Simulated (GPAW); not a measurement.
Consider Sc3InB (Pm-3m).

```xyz
5
Lattice="4.5600 0.0000 0.0000 0.0000 4.5600 0.0000 0.0000 0.0000 4.5600" Properties=species:S:1:pos:R:3 pbc="T T T"
In    0.0000    0.0000    0.0000
Sc    2.2800    2.2800    0.0000
Sc    2.2800    0.0000    2.2800
Sc    0.0000    2.2800    2.2800
B     2.2800    2.2800    2.2800
```

Absorber: atom 2, with 2 B at 2.28 Å (linear, site symmetry 4/mmm). Method: GPAW, LDA, excited-electron core hole (neutral cell), 20-atom cell with 7.9 Å between holes, 3×3×3 k points, dipole transitions, Gaussian full width 0.9 eV up to 4 eV, rising linearly to 3.5 eV at 25 eV.

Predict the near-edge structure at the Sc L₃ edge.

Main maxima up to 30 eV above the zero (height): 1.5 eV (5.12), 3.7 eV (2.07), 14.0 eV (0.48) and 19.0 eV (0.42). At an L edge the dipole rule selects empty d (and weakly s) states on the absorber, and the strong line at the onset measures the empty part of its d band. 2p–3d multiplets, which reshape such L edges, aren't in a one-electron spectrum. The total-energy difference is 398.40 eV. Two terms are added: -1.39 eV, since the hole is spin-paired here and a spin-polarised one costs that much less in the free atom (computed apart); −1.63 eV, a third of the tabulated L₂–L₃ splitting, since the scalar-relativistic hole is their mean. The photon energy is then 395.38 eV. The tabulated edge of the element is 398.7 eV. The functional leaves an error of a few eV in such absolute values.

The Sc L₃ spectrum (energy from the lowest empty level; intensity scaled to a mean of 1 over the first 20 eV):

| E (eV) | intensity |
| --- | --- |
| -2.0 | 0.00 |
| -1.4 | 0.00 |
| -0.8 | 0.03 |
| -0.2 | 0.71 |
| 0.4 | 2.64 |
| 1.0 | 4.11 |
| 1.6 | 5.10 |
| 2.2 | 3.35 |
| 2.8 | 2.04 |
| 3.4 | 1.90 |
| 4.0 | 1.87 |
| 4.6 | 0.88 |
| 5.2 | 0.64 |
| 5.8 | 0.69 |
| 6.4 | 0.61 |
| 7.0 | 0.64 |
| 7.6 | 0.65 |
| 8.2 | 0.61 |
| 8.8 | 0.49 |
| 9.4 | 0.42 |
| 10.0 | 0.40 |
| 10.6 | 0.38 |
| 11.2 | 0.36 |
| 11.8 | 0.37 |
| 12.4 | 0.39 |
| 13.0 | 0.43 |
| 13.6 | 0.47 |
| 14.2 | 0.48 |
| 14.8 | 0.42 |
| 15.4 | 0.33 |
| 16.0 | 0.27 |
| 16.6 | 0.27 |
| 17.2 | 0.30 |
| 17.8 | 0.36 |
| 18.4 | 0.41 |
| 19.0 | 0.42 |
| 19.6 | 0.41 |
| 20.2 | 0.38 |
| 20.8 | 0.36 |
| 21.4 | 0.35 |
| 22.0 | 0.35 |
| 22.6 | 0.35 |
| 23.2 | 0.35 |
| 23.8 | 0.34 |
| 24.4 | 0.34 |
| 25.0 | 0.34 |
| 25.6 | 0.34 |
| 26.2 | 0.34 |
| 26.8 | 0.35 |
| 27.4 | 0.34 |
| 28.0 | 0.33 |
| 28.6 | 0.32 |
| 29.2 | 0.30 |
| 29.8 | 0.29 |
| 30.4 | 0.29 |
| 31.0 | 0.30 |
| 31.6 | 0.32 |

One-electron theory leaves out the 2p–3d multiplets that shape measured L edges of 3d elements, and the L₂ edge isn't added. The mesh is coarse (0.32 Å⁻¹ between points), so small maxima may be mesh ripples. The structure is a published determination, not relaxed.

[Banner, clock and machine lines of the logs are left out without a mark of their own.]

[Logs are printed without paths, hosts, clocks, repeated set-up lines and the standing remarks that a program may print on its own settings, such as how far it seeks lower states.]

[Hosts, paths, dates, database ids (printed as entryN), source tags and the programs' standing remarks are cut or masked in the printed files.]

[Lists of maxima count a maximum above −3 eV only where it reaches 4 % of the highest in the window and stands out from its surroundings by 2 % of it (1.5 % where it reaches 55 %); shoulders and weaker maxima are passed over, and of the rest the first, up to two pre-edge ones and the few strongest are named.]
